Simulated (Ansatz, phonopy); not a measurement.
# AgBi2 (hypothetical, Fm-3m): thermal expansion from first principles, part 2 of 3

How much does AgBi2 (hypothetical) expand with temperature? The compound is hypothetical: it was made by swapping elements on a known structure type.

Ansatz 0.2.0; DFT PBEsol, scalar-relativistic, plane waves, PAW.

So far. Step 2 (A first coarse run): The start is under 7.3 GPa at this level and looks like a metal on this mesh. Step 5 (Relaxing to small residual forces and stress): The residual pressure is -2.7e-4 GPa, small enough for phonons.

### Step 6. Phonons on strained cells, pressure 0 GPa, q-mesh 1×1×1

Thermal expansion follows from how the free energy of the vibrations (and of the electrons in a metal) changes with strain, so the program makes strained cells, their phonons and a fit in one run.

Contents of input.yaml:

```yaml
crystal:
  lattice:
    - [0.0, 3.4827031406, 3.4827031406]
    - [3.4827031406, 0.0, 3.4827031406]
    - [3.4827031406, 3.4827031406, 0.0]
  atoms:
    - { symbol: Bi, position: [0.25, 0.25, 0.25] }
    - { symbol: Bi, position: [0.75, 0.75, 0.75] }
    - { symbol: Ag, position: [0.0, 0.0, 0.0] }
kpoints:
  mp_grid: { grid: [10, 10, 10] }
hamiltonian:
  xc: pbesol
scf:
  occupations: { method: methfessel_paxton, width: 0.15 }
output:
  eigenvalues: true
phonons:
  method: dfpt
  qmesh: [1, 1, 1]
  temperatures: { t_max: 750.0, t_step: 50 }
  thermal_expansion: {}
```

Launch:

```sh
$ ansatz run input.yaml --threads 4 --pin off --max-ram 8192MiB --backend cpu --events-out ev --progress --plain --runs-dir out
```

Numbers of over 12 decimals in the logs are rounded to 6 here.

The log of the run:

```text
[...]
Crystal: 3 atoms, lattice volume = 84.485 Å³
Basis set: ecut = 487.2 eV, 2085 PW (Γ), exchange–correlation on 72×72×72 points (8 copies of the dense FFT grid, shifted against one another)
Bands: 30, of which v1, the nominal top of the filled ones, is band 25 counted from 1 (24 counted from 0)
Symmetry: 48 space group operations
[...]
k-points: 47 of 1000
[...]
SCF iter   1: F=—  HF=-32006.133323 eV  |F-HF|=—  |Δ(HF+E_count)|=         —  Δρ=7.46e-3  dr2=5.15e-2  ethr=1.77e-3  ⟨swp⟩=6.1  Hψ=5617  notcnv=0
[...]
SCF iter   8: F=-32006.122464 eV  HF=-32006.122464 eV  |F-HF|=3.64e-12  |Δ(HF+E_count)|=  8.00e-11  S|Δr|=    0.00e0  Δρ=1.01e-7  dr2=1.35e-11  ethr=1.00e-12  ⟨swp⟩=10.3  Hψ=8490  notcnv=0
SCF 1 converged in 8 iterations: F = -32006.122464 eV  dr2 = 1.35e-11
[...]
relax step   1: F+E_penalty+E_count = -32006.12246448 eV  Δ(F+E_penalty+E_count) = +0.000e0 eV  max|allowed force component| = 1.234e-17 eV/Å  Δτ_max = 0.0000 Å  (8 SCF iters, accepted)
SCF converged after 8 iterations
[...]
Free energy (F): -32006.122464 eV
[...]
Internal energy: -32006.118096 eV  (E = F + TS)
E sigma→0 (E₀):  -32006.121372 eV
Entropy (-TS):   -0.004368 eV (-1.456 meV/atom)
Fermi energy:    11.897916 eV
[...]
--- Stress (GPa, compression-positive) ---
       -0.000512      -0.000000      -0.000000
        0.000000      -0.000512       0.000000
        0.000000       0.000000      -0.000512
  P = ⅓ Tr σ = -0.0005 GPa (-0.005 kbar)
--- Band table (eV; the first three rows and the last of 47) ---
  k-point 0: bands = [... 21 lower, 11.2850, 11.2850, 11.2850, 13.0197, 13.0197, 13.0197, 14.0222, 15.2724, ... 1 higher]
  k-point 1: bands = [... 21 lower, 10.8146, 11.1809, 11.1809, 12.4234, 12.9134, 12.9134, 14.8451, 15.4499, ... 1 higher]
  k-point 2: bands = [... 21 lower, 9.9367, 10.9361, 10.9361, 11.8002, 12.6317, 12.6317, 15.1190, 15.9870, ... 1 higher]
  k-point 46: bands = [... 21 lower, 7.1525, 8.1641, 10.2988, 12.1156, 14.6221, 15.5596, 16.1836, 16.5099, ... 1 higher]
── thermal expansion: 3 new cells, 3 in all ──
thermal expansion: relaxation of cell 2
thermal expansion: relaxation of cell 3
── thermal expansion: 2 new cells, 5 in all ──
thermal expansion: relaxation of cell 4
thermal expansion: lower-state search of cell 4
thermal expansion: electrons of cell 4
thermal expansion: phonons of cell 4
thermal expansion: relaxation of cell 5
thermal expansion: electrons of cell 1
thermal expansion: electrons of cell 2
thermal expansion: electrons of cell 3
thermal expansion: electrons of cell 5
thermal expansion: phonons of cell 5
── thermal expansion: 6 new cells, 11 in all ──
thermal expansion: relaxation of cell 6
thermal expansion: relaxation of cell 7
thermal expansion: relaxation of cell 8
thermal expansion: relaxation of cell 9
thermal expansion: relaxation of cell 10
thermal expansion: relaxation of cell 11
thermal expansion: electrons of cell 6
thermal expansion: electrons of cell 7
thermal expansion: electrons of cell 8
thermal expansion: electrons of cell 9
thermal expansion: electrons of cell 10
thermal expansion: electrons of cell 11
thermal expansion: phonons of cell 6
thermal expansion: phonons of cell 7
thermal expansion: phonons of cell 8
--- Relaxed structure (1 steps of the walk, 1 accepted, 0 SCFs on fresh bases) ---
  F+E_penalty+E_count = -32006.12246448 eV   max|allowed force component| = 1.234e-17 eV/Å
  atoms:
    - { symbol: Bi, position: [0.25, 0.25, 0.25] }
    - { symbol: Bi, position: [0.75, 0.75, 0.75] }
    - { symbol: Ag, position: [0.0, 0.0, 0.0] }
--- Thermal expansion: 11 cells in 3 rounds, 0 GPa ---
  no lower state was reached at cell 4; its state was not examined: fill_not_monotonic
  without vibrations: a 4.92528, b 4.92528, c 4.92528 Å, V 84.4847 Å³, B 65.13 GPa
  at 0 K: a 4.92998, b 4.92998, c 4.92998 Å, V 84.7268 Å³, B 64.44 GPa
  zero-point expansion: a +0.095, b +0.095, c +0.095, V +0.286 %
      T/K        a/Å        b/Å        c/Å       V/Å³ | expansion of a, b, c, V (1e-6/K)   | that of V in the mean from 25 °C | C_P, C_V (J/mol K of the cell) | B_T, B_S (GPa)
     0.00    4.92998    4.92998    4.92998    84.7268 |    0.00    0.00    0.00    0.00 |   52.36 |     0.000     0.000 |    64.44    64.44
   100.00    4.93576    4.93576    4.93576    85.0251 |   18.43   18.43   18.43   55.30 |   61.29 |    69.879    68.898 |    62.69    63.58
   200.00    4.94550    4.94550    4.94550    85.5297 |   20.67   20.67   20.67   62.00 |   64.01 |    76.088    73.706 |    60.14    62.08
   298.15    4.95590    4.95590    4.95590    86.0704 |   22.13   22.13   22.13   66.39 |       - |    78.762    74.850 |    57.44    60.44
   350.00    4.96170    4.96170    4.96170    86.3725 |   22.93   22.93   22.93   68.79 |   67.70 |    80.019    75.200 |    55.93    59.51
   450.00    4.97351    4.97351    4.97351    86.9908 |   24.68   24.68   24.68   74.03 |   70.43 |    82.543    75.716 |    52.84    57.61
   550.00    4.98631    4.98631    4.98631    87.6643 |   26.81   26.81   26.81   80.44 |   73.53 |    85.440    76.141 |    49.50    55.54
   650.00    5.00035    5.00035    5.00035    88.4067 |   29.53   29.53   29.53   88.58 |   77.15 |    88.980    76.529 |    45.85    53.31
   750.00    5.01599    5.01599    5.01599    89.2389 |   33.11   33.11   33.11   99.34 |   81.47 |    93.546    76.903 |    41.84    50.90
  the static fit leaves 0.001 meV an atom of the energies and, of the stresses, 0.000 GPa of each cell's largest along a strain (root mean squares over the cells), whose Pulay part it has at -0.013 GPa
  vibrations' free energy: its fit leaves 0.0012 meV an atom at the most
  the electrons' free energy at temperature is in it; its fit leaves 0.0003 meV an atom at the most
  free energies summed between the sampled wave vectors
  estimated error of the fitted expansion in any direction: up to 0.224e-6/K, at 750 K (an estimate, not a bound: it was exceeded on models of known expansion)
  by sums over the sampled wave vectors an expansion of the volume parts by up to 47.44e-6/K
  by a static energy of one degree less an expansion of the volume parts by up to 0.25e-6/K
  the FFT grids of the static calculations differ: 36 × 36 × 36, 40 × 40 × 40
```

Wall time 4.5 min (4 threads of Arm Neoverse V2, shared host); peak memory 1.4 GiB.

Numbers from this step:

```
pressure                                         : -5.12e-4 GPa
volume expansion coefficient at 298 K            : 66.39 1e-6/K
C_P at 298 K                                     : 26.25 J/mol-atom/K
entropy at 298 K                                 : 54.85 J/mol-atom/K
isothermal bulk modulus at 298 K                 : 57.44 GPa
Grüneisen parameter at 298 K                     : 2.641
volume at 298 K                                  : 28.69 Å³/atom
principal linear expansion coefficients at 298 K : 22.13, 22.13, 22.13 1e-6/K
```

Strained cells of the study; zero-point energy where phonons were solved; the pressures are stresses at a fixed cutoff and can carry an offset from the finite basis. Expansion cells, by row:

```csv
cell,|a| (Å),|b| (Å),|c| (Å),V (Å³/atom),E - E_lowest (meV/atom),"pressure, compression positive (GPa)",gap (eV),zero-point energy (meV/atom)
1,4.925,4.925,4.925,28.16,0,-0.014,-,-
2,4.965,4.965,4.965,28.84,3.198,-1.481,-,-
3,4.886,4.886,4.886,27.5,3.348,1.637,-,-
4,4.926,4.926,4.926,28.17,0,-0.032,-,12.94
5,4.95,4.95,4.95,28.59,1.311,-0.969,-,12.45
6,4.98,4.98,4.98,29.11,6.095,-2.003,-,11.87
7,5.007,5.007,5.007,29.59,13.42,-2.871,-,11.33
8,5.035,5.035,5.035,30.08,23.41,-3.668,-,10.79
9,4.877,4.877,4.877,27.34,5.18,2.063,-,-
10,4.901,4.901,4.901,27.75,1.253,0.978,-,-
11,5.075,5.075,5.075,30.81,42.44,-4.705,-,-
```

Quasi-harmonic; a, b, c are the run's own cell vectors. Expansion, by row:

```csv
T (K),a (Å),b (Å),c (Å),alpha (deg),beta (deg),gamma (deg),cell volume (Å³/cell),alpha_a (1e-6/K),alpha_b (1e-6/K),alpha_c (1e-6/K),alpha_V (1e-6/K),C_P (J/mol-atom/K),C_V (J/mol-atom/K),S (J/mol-atom/K),B_T (GPa),B_S (GPa),Grueneisen,extrapolation,fit error (1e-6/K)
0,4.93,4.93,4.93,60,60,60,84.73,0,0,0,0,0,0,0,64.44,64.44,-,0,0
50,4.932,4.932,4.932,60,60,60,84.81,14.24,14.24,14.24,42.72,18.16,18.06,12.96,63.85,64.2,2.572,0,0.02
100,4.936,4.936,4.936,60,60,60,85.03,18.43,18.43,18.43,55.3,23.29,22.97,27.59,62.69,63.58,2.576,0,0.02
150,4.941,4.941,4.941,60,60,60,85.27,19.8,19.8,19.8,59.4,24.68,24.12,37.34,61.44,62.86,2.59,0,0.03
200,4.946,4.946,4.946,60,60,60,85.53,20.67,20.67,20.67,62,25.36,24.57,44.55,60.14,62.08,2.606,0,0.03
250,4.951,4.951,4.951,60,60,60,85.8,21.42,21.42,21.42,64.25,25.85,24.8,50.26,58.79,61.26,2.623,0,0.03
298.1,4.956,4.956,4.956,60,60,60,86.07,22.13,22.13,22.13,66.39,26.25,24.95,54.85,57.44,60.44,2.641,0,0.02
300,4.956,4.956,4.956,60,60,60,86.08,22.16,22.16,22.16,66.47,26.27,24.95,55.01,57.38,60.41,2.641,0,0.02
350,4.962,4.962,4.962,60,60,60,86.37,22.93,22.93,22.93,68.79,26.67,25.07,59.09,55.93,59.51,2.661,0,0.02
400,4.967,4.967,4.967,60,60,60,86.68,23.76,23.76,23.76,71.29,27.08,25.16,62.68,54.41,58.58,2.683,0,0.04
450,4.974,4.974,4.974,60,60,60,86.99,24.68,24.68,24.68,74.03,27.51,25.24,65.89,52.84,57.61,2.707,0,0.06
500,4.98,4.98,4.98,60,60,60,87.32,25.69,25.69,25.69,77.06,27.98,25.31,68.81,51.2,56.59,2.732,0,0.07
550,4.986,4.986,4.986,60,60,60,87.66,26.81,26.81,26.81,80.44,28.48,25.38,71.5,49.5,55.54,2.761,0,0.09
600,4.993,4.993,4.993,60,60,60,88.03,28.08,28.08,28.08,84.25,29.04,25.45,74.01,47.72,54.45,2.792,0,0.09
650,5,5,5,60,60,60,88.41,29.53,29.53,29.53,88.58,29.66,25.51,76.35,45.85,53.31,2.826,0,0.06
700,5.008,5.008,5.008,60,60,60,88.81,31.19,31.19,31.19,93.56,30.37,25.57,78.58,43.9,52.13,2.863,0,0.06
750,5.016,5.016,5.016,60,60,60,89.24,33.11,33.11,33.11,99.34,31.18,25.63,80.7,41.84,50.9,2.905,0,0.22
```

The expansion coefficient by temperature; values in 1e-6/K:

```csv
temperature (K),volume,principal 1
0,0,0
50,42.7,14.2
100,55.3,18.4
150,59.4,19.8
200,62,20.7
250,64.2,21.4
298,66.4,22.1
300,66.5,22.2
350,68.8,22.9
400,71.3,23.8
450,74.0,24.7
500,77.1,25.7
550,80.4,26.8
600,84.2,28.1
650,88.6,29.5
700,93.6,31.2
750,99.3,33.1
```

At 298 K the volume expansion is 66.4 × 10⁻⁶/K and B_T is 57.4 GPa. The q-mesh is coarse, so this is a first estimate. The program raised the cutoff to 487.2 eV by itself: with no cutoff typed, the study takes about 1.16 times the default for its relaxations and scales it with the volume for the phonons.

### Step 7. Quasi-harmonic fit by phonopy

This step: DFT PBEsol, scalar-relativistic, plane waves, PAW (phonopy 4.10.0).

Numbers from this step:

```yaml
volume_expansion_coefficient_at_300_k: 66.49 1e-6/K
isothermal_bulk_modulus_at_300_k: 57.38 GPa
c_p_at_300_k: 26.38 J/mol-atom/K
grueneisen_parameter_at_300_k: 2.667
```

Energy (each curve on its own zero) against volume; values in meV/atom:

```csv
volume (Å³/atom),static,F at 0 K,F at 300 K,F at 750 K
28.169,0,1.06,6.94,17.2
28.594,1.31,1.89,5.22,11.0
29.111,6.1,6.09,6.21,6.38
29.593,13.4,12.9,9.87,4.6
30.084,23.4,22.3,16,4.98
```

Phonopy-qha, vinet fit of F(V) at each temperature. Qha vinet, by row:

```csv
T (K),fitted volume (Å³/atom),alpha_V (1e-6/K),B_T (GPa),C_P (J/mol-atom/K),Grueneisen
100,28.34,54.1,62.66,23.85,2.528
150,28.42,59.18,61.43,25.05,2.592
200,28.51,61.95,60.13,25.59,2.619
250,28.6,64.25,58.78,26,2.643
300,28.69,66.49,57.38,26.38,2.667
350,28.79,68.83,55.92,26.75,2.693
400,28.89,71.35,54.4,27.15,2.721
450,29,74.11,52.82,27.57,2.751
500,29.11,77.16,51.18,28.02,2.784
550,29.22,80.57,49.47,28.52,2.819
600,29.34,84.39,47.7,29.07,2.858
650,29.47,88.72,45.85,29.69,2.899
700,29.6,93.66,43.93,30.39,2.945
```

Table of volume expansion coefficient by temperature; values in 1e-6/K:

```csv
temperature (K),"phonopy-qha, Vinet",Ansatz's own study
100,54.1,55.3
150,59.2,59.4
200,62.0,62
250,64.2,64.2
300,66.5,66.5
350,68.8,68.8
400,71.3,71.3
450,74.1,74.0
500,77.2,77.1
550,80.6,80.4
600,84.4,84.2
650,88.7,88.6
700,93.7,93.6
```

The fit gives a volume expansion of 66.5 × 10⁻⁶/K at 300 K, against 66.4 at 298 K from the study itself, whose static fit uses more cells.

(Part 2 of 3 ends here.)

[Logs are printed without paths, hosts, clocks, repeated set-up lines and the standing remarks that a program may print on its own settings, such as how far it seeks lower states.]

[Hosts, paths, dates, database ids (printed as entryN), source tags and the programs' standing remarks are cut or masked in the printed files.]

[A step with changed settings may run another functional than the one named; its input shows which.]

[Pressures of single members of a volume series are the stress at the run's cutoff; with an incomplete basis they can lie off −dE/dV of the same runs, and they are not shown converged.]
